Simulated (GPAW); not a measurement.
**How SiNi3 absorbs and reflects light**

Aim: the dielectric function of SiNi3, and the optical constants that follow from it. The cell comes from an older database entry, whose edges can differ from later determinations, mostly by under a per cent.

Method: DFT, PBE, plane-wave PAW (GPAW data sets), scalar-relativistic, RPA, optical limit, in GPAW 26.7.0.

The database entry behind the starting cell differs from later determinations by our own check (an axis about 0.9 % long against later determinations), so it need not match the best structure at ambient conditions.

## Step 1: The starting structure

The structure is cubic, space group Pm-3m (No. 221). The conventional cell has a = 3.542 Å, b = 3.542 Å, c = 3.542 Å, α = 90.00°, β = 90.00°, γ = 90.00°. Nearest to Ni lie 8 Ni at 2.50 Å and 4 Si at 2.50 Å. Si has 12 Ni at 2.50 Å nearest. Farther neighbours are not listed.

## Step 2: Ground state

First the ground state: is it a metal or has it a gap?

This step: DFT, PBE, plane-wave PAW (GPAW data sets), scalar-relativistic, ground state (GPAW 26.7.0).

Input file gs.py:

```python
from ase import Atoms
from ase.dft.bandgap import bandgap
from gpaw import GPAW, PW, FermiDirac

atoms = Atoms(['Ni', 'Ni', 'Ni', 'Si'],
              cell=[[3.542000000000, 0.000000000000, 0.000000000000],
                    [0.000000000000, 3.542000000000, 0.000000000000],
                    [0.000000000000, 0.000000000000, 3.542000000000]],
              scaled_positions=[[0.500000000000, 0.500000000000, 0.000000000000],
                                [0.500000000000, 0.000000000000, 0.500000000000],
                                [0.000000000000, 0.500000000000, 0.500000000000],
                                [0.000000000000, 0.000000000000, 0.000000000000]],
              pbc=[True, True, True])
atoms.set_initial_magnetic_moments([1.0, 1.0, 1.0, 0.0])
atoms.calc = GPAW(mode=PW(500), xc='PBE', kpts={'size': (6, 6, 6), 'gamma': True},
                  occupations=FermiDirac(0.05), maxiter=150, txt='gs.txt')
print('energy (eV)', atoms.get_potential_energy())
print('Fermi level (eV)', atoms.calc.get_fermi_level())
print('valence electrons', atoms.calc.get_number_of_electrons())
print('gap (eV)', bandgap(atoms.calc, output=None)[0])
print('direct gap (eV)', bandgap(atoms.calc, direct=True, output=None)[0])
print('moments', atoms.get_magnetic_moments().round(3).tolist())
atoms.calc.write('gs.gpw')
```

Run with:

```console
OMP_NUM_THREADS=1 python gs.py
```

Numbers of over 12 decimals in the logs are rounded to 6 here.

Log:

```text
__  _  _
 | _ |_)|_||  |
 |__||  | ||/\| - 26.7.0

Versions:
  Python: 3.12.14
  ASE:    3.29.0
  Numpy:  2.5.5
  Scipy:  1.18.1
  Libxc:  7.0.0

Input parameters:
  mode=PW(ecut=500.0),
  kpts=MonkhorstPack(size=(6, 6, 6), gamma=True),
  maxiter=150,
  occupations=Occupations(name='fermi-dirac', width=0.05, fixmagmom=False),
  xc=XC(name='PBE')

Diagonalizing LCAO Hamiltonian
Converting LCAO to pw mode
   .--------.
  /|        |
 * |        |
 |Ni        |
 | .-Ni-----.
 |/    Ni  /
 Si-------*

Atoms  # Å, Bohr magnetons
|   | symbol |        x |        y |        z |    initial magnetic moments |
| 0 |     Ni | 1.771000 | 1.771000 | 0.000000 | ( 0.0000,  0.0000,  1.0000) |
| 1 |     Ni | 1.771000 | 0.000000 | 1.771000 | ( 0.0000,  0.0000,  1.0000) |
| 2 |     Ni | 0.000000 | 1.771000 | 1.771000 | ( 0.0000,  0.0000,  1.0000) |
| 3 |     Si | 0.000000 | 0.000000 | 0.000000 | ( 0.0000,  0.0000,  0.0000) |

Unit cell  # Å
| periodic |        x |        y |        z |  lengths |    angles |
|      yes | 3.542000 | 0.000000 | 0.000000 | 3.542000 | 90.000000 |
|      yes | 0.000000 | 3.542000 | 0.000000 | 3.542000 | 90.000000 |
|      yes | 0.000000 | 0.000000 | 3.542000 | 3.542000 | 90.000000 |

Number of symmetries: 48
Symmetry operations  # r_c * U_cc + t_c -> r_c
|    | kind |            matrix            |
|  0 |  E   |  1, 0, 0,  0, 1, 0,  0, 0, 1 |
|  1 |  σ   |  1, 0, 0,  0, 1, 0,  0, 0,-1 |
|  2 |  σ   |  1, 0, 0,  0, 0, 1,  0, 1, 0 |
|  3 |  C4  |  1, 0, 0,  0, 0, 1,  0,-1, 0 |
|  4 |  C4  |  1, 0, 0,  0, 0,-1,  0, 1, 0 |
|  5 |  σ   |  1, 0, 0,  0, 0,-1,  0,-1, 0 |
|  6 |  σ   |  1, 0, 0,  0,-1, 0,  0, 0, 1 |
|  7 |  C2  |  1, 0, 0,  0,-1, 0,  0, 0,-1 |
|  8 |  σ   |  0, 1, 0,  1, 0, 0,  0, 0, 1 |
|  9 |  C2  |  0, 1, 0,  1, 0, 0,  0, 0,-1 |
| 10 |  C3  |  0, 1, 0,  0, 0, 1,  1, 0, 0 |
| 11 |  S6  |  0, 1, 0,  0, 0, 1, -1, 0, 0 |
| 12 |  S6  |  0, 1, 0,  0, 0,-1,  1, 0, 0 |
| 13 |  C3  |  0, 1, 0,  0, 0,-1, -1, 0, 0 |
| 14 |  C4  |  0, 1, 0, -1, 0, 0,  0, 0, 1 |
| 15 |  S4  |  0, 1, 0, -1, 0, 0,  0, 0,-1 |
| 16 |  C3  |  0, 0, 1,  1, 0, 0,  0, 1, 0 |
| 17 |  S6  |  0, 0, 1,  1, 0, 0,  0,-1, 0 |
| 18 |  σ   |  0, 0, 1,  0, 1, 0,  1, 0, 0 |
| 19 |  C4  |  0, 0, 1,  0, 1, 0, -1, 0, 0 |
| 20 |  C2  |  0, 0, 1,  0,-1, 0,  1, 0, 0 |
| 21 |  S4  |  0, 0, 1,  0,-1, 0, -1, 0, 0 |
| 22 |  S6  |  0, 0, 1, -1, 0, 0,  0, 1, 0 |
| 23 |  C3  |  0, 0, 1, -1, 0, 0,  0,-1, 0 |
| 24 |  S6  |  0, 0,-1,  1, 0, 0,  0, 1, 0 |
| 25 |  C3  |  0, 0,-1,  1, 0, 0,  0,-1, 0 |
| 26 |  C4  |  0, 0,-1,  0, 1, 0,  1, 0, 0 |
| 27 |  σ   |  0, 0,-1,  0, 1, 0, -1, 0, 0 |
| 28 |  S4  |  0, 0,-1,  0,-1, 0,  1, 0, 0 |
| 29 |  C2  |  0, 0,-1,  0,-1, 0, -1, 0, 0 |
| 30 |  C3  |  0, 0,-1, -1, 0, 0,  0, 1, 0 |
| 31 |  S6  |  0, 0,-1, -1, 0, 0,  0,-1, 0 |
| 32 |  C4  |  0,-1, 0,  1, 0, 0,  0, 0, 1 |
| 33 |  S4  |  0,-1, 0,  1, 0, 0,  0, 0,-1 |
| 34 |  S6  |  0,-1, 0,  0, 0, 1,  1, 0, 0 |
| 35 |  C3  |  0,-1, 0,  0, 0, 1, -1, 0, 0 |
| 36 |  C3  |  0,-1, 0,  0, 0,-1,  1, 0, 0 |
| 37 |  S6  |  0,-1, 0,  0, 0,-1, -1, 0, 0 |
| 38 |  σ   |  0,-1, 0, -1, 0, 0,  0, 0, 1 |
| 39 |  C2  |  0,-1, 0, -1, 0, 0,  0, 0,-1 |
| 40 |  σ   | -1, 0, 0,  0, 1, 0,  0, 0, 1 |
| 41 |  C2  | -1, 0, 0,  0, 1, 0,  0, 0,-1 |
| 42 |  C2  | -1, 0, 0,  0, 0, 1,  0, 1, 0 |
| 43 |  S4  | -1, 0, 0,  0, 0, 1,  0,-1, 0 |
| 44 |  S4  | -1, 0, 0,  0, 0,-1,  0, 1, 0 |
| 45 |  C2  | -1, 0, 0,  0, 0,-1,  0,-1, 0 |
| 46 |  C2  | -1, 0, 0,  0,-1, 0,  0, 0, 1 |
| 47 |  i   | -1, 0, 0,  0,-1, 0,  0, 0,-1 |

BZ-sampling:
  Number of BZ points: 216
  Number of IBZ points: 20

  Monkhorst-Pack size: [6, 6, 6]
  Monkhorst-Pack shift: [0.083333, 0.083333, 0.083333]

K-points  # in reciprocal-cell coordinates
|     |                                coordinates |     weight |
|   0 | (  0.00000000,   0.00000000,   0.00000000) | 0.00462963 |
|   1 | (  0.16666667,   0.00000000,   0.00000000) | 0.02777778 |
|   2 | (  0.16666667,   0.16666667,   0.00000000) | 0.05555556 |
|   3 | (  0.16666667,   0.16666667,   0.16666667) | 0.03703704 |
|   4 | (  0.33333333,   0.00000000,   0.00000000) | 0.02777778 |
|   5 | (  0.33333333,   0.16666667,   0.00000000) | 0.11111111 |
|   6 | (  0.33333333,   0.16666667,   0.16666667) | 0.11111111 |
|   7 | (  0.33333333,   0.33333333,   0.00000000) | 0.05555556 |
|   8 | (  0.33333333,   0.33333333,   0.16666667) | 0.11111111 |
|   9 | (  0.33333333,   0.33333333,   0.33333333) | 0.03703704 |
| ... |                                            |            |
|  19 | (  0.50000000,   0.50000000,   0.50000000) | 0.00462963 |

Plane wave coefficients: 1146
Cutoff: 500.0 eV

Spin-components: 2 (collinear spins)
Bands:           37
Projectors:      23
Spin-degeneracy: 1
Datatype:        complex128

Parallelization:
  kpt:    1
  domain: 1
  band:   1

Density:
  Valence electrons: 52.0
  Components: 2
  Grid points: [20 20 20]
  Charge: 0.0  # |e|

Potential:
  Grid points: [20 20 20]

species:
  Ni:
    name:    Nickel
    id:
    Z:       28.0
    valence: 16
    core:    12
    charge:  0.0  # [|e|]
    compensation charges:
      type: gauss
      rc: 0.36  # [Å]
      lmax: 2
    cutoffs:
      filter: 2.14  # [Å]
      core: 1.98  # [Å]
    projectors
    | kind |    occ | energy [eV] | rcut [Å] |
    |   4s |  2.000 |      -5.642 |    1.164 |
    |   3p |  6.000 |     -71.394 |    1.207 |
    |   4p |  0.000 |      -1.226 |    1.207 |
    |   3d |  8.000 |      -8.875 |    1.138 |
    |    s |        |      21.570 |    1.164 |
    |    d |        |      18.337 |    1.138 |

    Using partial waves for Ni as LCAO basis

  Si:
    name:    Silicon
    id:
    Z:       14.0
    valence: 4
    core:    10
    charge:  0.0  # [|e|]
    compensation charges:
      type: gauss
      rc: 0.33  # [Å]
      lmax: 2
    cutoffs:
      filter: 1.86  # [Å]
      core: 2.06  # [Å]
    projectors
    | kind |    occ | energy [eV] | rcut [Å] |
    |   3s |  2.000 |     -10.812 |    1.058 |
    |   3p |  2.000 |      -4.081 |    1.058 |
    |    s |        |      16.399 |    1.058 |
    |    p |        |      23.130 |    1.058 |
    |    d |        |       0.000 |    1.058 |

    Using partial waves for Si as LCAO basis

Reference energy: -131990.339592  # eV

eigensolver:
  PPCG
  Converge bands: occupied
  niter=2

density mixing:
  MSR1-Mixer
  Pratt-step length: 0.05
  Maximum mixing coefficient: 0.75
  Old densities: 10
  SVD Regularization: 0.005
  Good broyden scale: 1.0
  Trust region scale: 1.0
  Backstep threshold: 4.0
  History deletion threshold: 6.0
  Fourier metric: weight=20.0, sigma=0.015

occupation numbers:
  Fermi-Dirac:
    width: 0.0500  # eV

poisson solver:
  ecut: 4000.0  # eV

xc functional:
  name: PBE with 2 nearest neighbor stencil

convergence criteria:
- Maximum [total energy] change in last 3 cyles: 0.0005 eV / valence electron
- Maximum integral of absolute [dens]ity change: 0.0001 electrons / valence electron
- Maximum integral of absolute [eigenst]ate change: 4e-08 eV^2 / valence electron
maximum number of iterations: 150

SCF iterations
|iter     |      energy | eigst |  dens |  magmom |
|iter:   1||  -28.693091 | +0.56 |       |  +3.0033|
|iter:   2||  -28.612057 | -1.60 | -1.09 |  +2.8898|
|iter:   3||  -28.696356 | -2.09 | -1.18 |  +2.2543|
|iter:   4||  -28.897736 | -2.23 | -1.33 |  +1.2658|
|iter:   5||  -29.003354 | -2.90 | -1.67 |  +0.2964|
|iter:   6||  -29.015607 | -3.70 | -2.06 |  +0.0291|
|iter:   7||  -29.018954c| -3.80 | -2.23 |  +0.0553|
|iter:   8||  -29.019625c| -4.55 | -2.81 |  +0.0098|
|iter:   9||  -29.019675c| -5.24 | -3.18 |  +0.0045|
|iter:  10||  -29.019678c| -7.04 | -3.99 |  +0.0027|
|iter:  11||  -29.019681c| -7.08 | -4.33c|  +0.0009|
|iter:  12||  -29.019681c| -7.90c| -4.99c|  +0.0002|

Converged in 12 steps
SCF loop duration: 33.762 s (2.814 s/step)
Energy contributions relative to reference atoms: (reference = -131990.339592)

Energy contributions:
  Kinetic:          19.271795
  Coulomb:         -12.468899
  Zero:              0.247730
  External:          0.000000
  Xc:              -36.062915
  Entropy:          -0.014783
  Spinorbit:         0.000000
  ----------------------------
  Free energy:     -29.027072
  Extrapolated:    -29.019681

dipole moment: (-14.898358, -14.898358, -14.898358)  # |e|*Ang

Total magnetic moment: (0.000000, 0.000000, 0.000241)

Local magnetic moments
|        x |        y |        z |
| 0.000000 | 0.000000 | 0.000070 |  # Ni   0
| 0.000000 | 0.000000 | 0.000070 |  # Ni   1
| 0.000000 | 0.000000 | 0.000070 |  # Ni   2
| 0.000000 | 0.000000 | 0.000012 |  # Si   3

Fermi level: 9.424
Eigenvalues  # (at kpt = [0.000, 0.000, 0.000])
| band index |      eig [eV] | occ [0-1] |      eig [eV] | occ [0-1] |
|          0 |       -54.244 |     1.000 |       -54.244 |     1.000 |
|        ... |               |           |               |           |
|         17 |         7.886 |     1.000 |         7.886 |     1.000 |
|         18 |         7.886 |     1.000 |         7.886 |     1.000 |
|         19 |         8.405 |     1.000 |         8.405 |     1.000 |
|         20 |         8.405 |     1.000 |         8.405 |     1.000 |
|         21 |         8.405 |     1.000 |         8.405 |     1.000 |
|         22 |         8.788 |     1.000 |         8.788 |     1.000 |
|         23 |         8.788 |     1.000 |         8.788 |     1.000 |
|         24 |         9.112 |     0.998 |         9.112 |     0.998 |
|         25 |         9.439 |     0.424 |         9.439 |     0.423 |
|         26 |         9.439 |     0.424 |         9.439 |     0.423 |
|         27 |         9.439 |     0.424 |         9.439 |     0.423 |
|         28 |        13.933 |     0.000 |        13.933 |     0.000 |
|         29 |        15.609 |     0.000 |        15.609 |     0.000 |
|         30 |        15.609 |     0.000 |        15.609 |     0.000 |
|         31 |        19.583 |     0.000 |        19.583 |     0.000 |
|         32 |        19.583 |     0.000 |        19.583 |     0.000 |
|        ... |               |           |               |           |
|         36 |        23.076 |     0.000 |        23.076 |     0.000 |

No gap
No difference between direct/indirect transitions

--- standard output ---
energy (eV) -29.019681
Fermi level (eV) 9.423674
valence electrons 52.0
gap (eV) 0.0
direct gap (eV) 0.0
moments [0.0, 0.0, 0.0, 0.0]
```

The job ended after 38 s (1 thread of Arm Neoverse V1, shared host; peak memory 0.2 GiB).

Numbers from this step:

- energy: -29.02 eV
- Fermi energy: 9.424 eV
- electrons: 52

There are states at the Fermi level within the smearing, so the occupations stay smeared and the carriers get a Drude term.

## Step 3: Bands for the response

The response needs many more empty bands than the density does.

This step: DFT, PBE, plane-wave PAW (GPAW data sets), scalar-relativistic, bands at fixed density (GPAW 26.7.0).

Input file nscf.py:

```python
from ase.dft.bandgap import bandgap
from gpaw import GPAW, FermiDirac

calc = GPAW('gs.gpw').fixed_density(kpts={'size': (10, 10, 10), 'gamma': True}, nbands=56, convergence={'bands': 50},
                                    occupations=FermiDirac(0.05), txt='nscf.txt')
print('gap (eV)', bandgap(calc, output=None)[0])
print('direct gap (eV)', bandgap(calc, direct=True, output=None)[0])
print('top band over the Fermi level (eV)', min(calc.get_eigenvalues(kpt=k)[49] for k in range(len(calc.get_ibz_k_points()))) - calc.get_fermi_level())
calc.write('full.gpw', mode='all')
```

Run with:

```console
OMP_NUM_THREADS=1 python nscf.py
```

Log:

```text
Diagonalizing LCAO Hamiltonian
Converting LCAO to pw mode
convergence criteria:
- Maximum integral of absolute [eigenst]ate change: 4e-08 eV^2 / valence electron
maximum number of iterations: 150

SCF iterations
|iter     |      energy | eigst |  dens |  magmom |
|iter:   1||             | +2.63 |       |  +0.0002|
|iter:   2||             | +1.61 |       |  +0.0002|
|iter:   3||             | +0.48 |       |  +0.0002|
|iter:   4||             | -0.62 |       |  +0.0002|
|iter:   5||             | -1.54 |       |  +0.0002|
|iter:   6||             | -2.47 |       |  +0.0002|
|iter:   7||             | -3.39 |       |  +0.0002|
|iter:   8||             | -4.36 |       |  +0.0002|
|iter:   9||             | -5.31 |       |  +0.0002|
|iter:  10||             | -6.28 |       |  +0.0002|
|iter:  11||             | -7.14 |       |  +0.0002|
|iter:  12||             | -7.72c|       |  +0.0002|
SCF steps: 12
  __  _  _
 | _ |_)|_||  |
 |__||  | ||/\| - 26.7.0

Versions:
  Python: 3.12.14
  ASE:    3.29.0
  Numpy:  2.5.5
  Scipy:  1.18.1
  Libxc:  7.0.0

Input parameters:
  mode=PW(ecut=500.0),
  convergence={'bands': 50},
  gpts=array([20, 20, 20]),
  kpts=MonkhorstPack(size=(10, 10, 10), gamma=True),
  maxiter=150,
  nbands=56,
  occupations=Occupations(name='fermi-dirac', width=0.05, fixmagmom=False),
  parallel={},
  xc=XC(name='PBE')

--- standard output ---
gap (eV) 0.0
direct gap (eV) 0.0
top band over the Fermi level (eV) 25.716165
```

Wall time 2.1 min (1 thread); peak memory 0.3 GiB.

[end of part 1 of 2]

[Machine, clock and banner lines and Python warnings are left out of the logs.]

[Logs are printed without paths, hosts, clocks, repeated set-up lines and the standing remarks that a program may print on its own settings, such as how far it seeks lower states.]

[Hosts, paths, dates, database ids (printed as entryN), source tags and the programs' standing remarks are cut or masked in the printed files.]
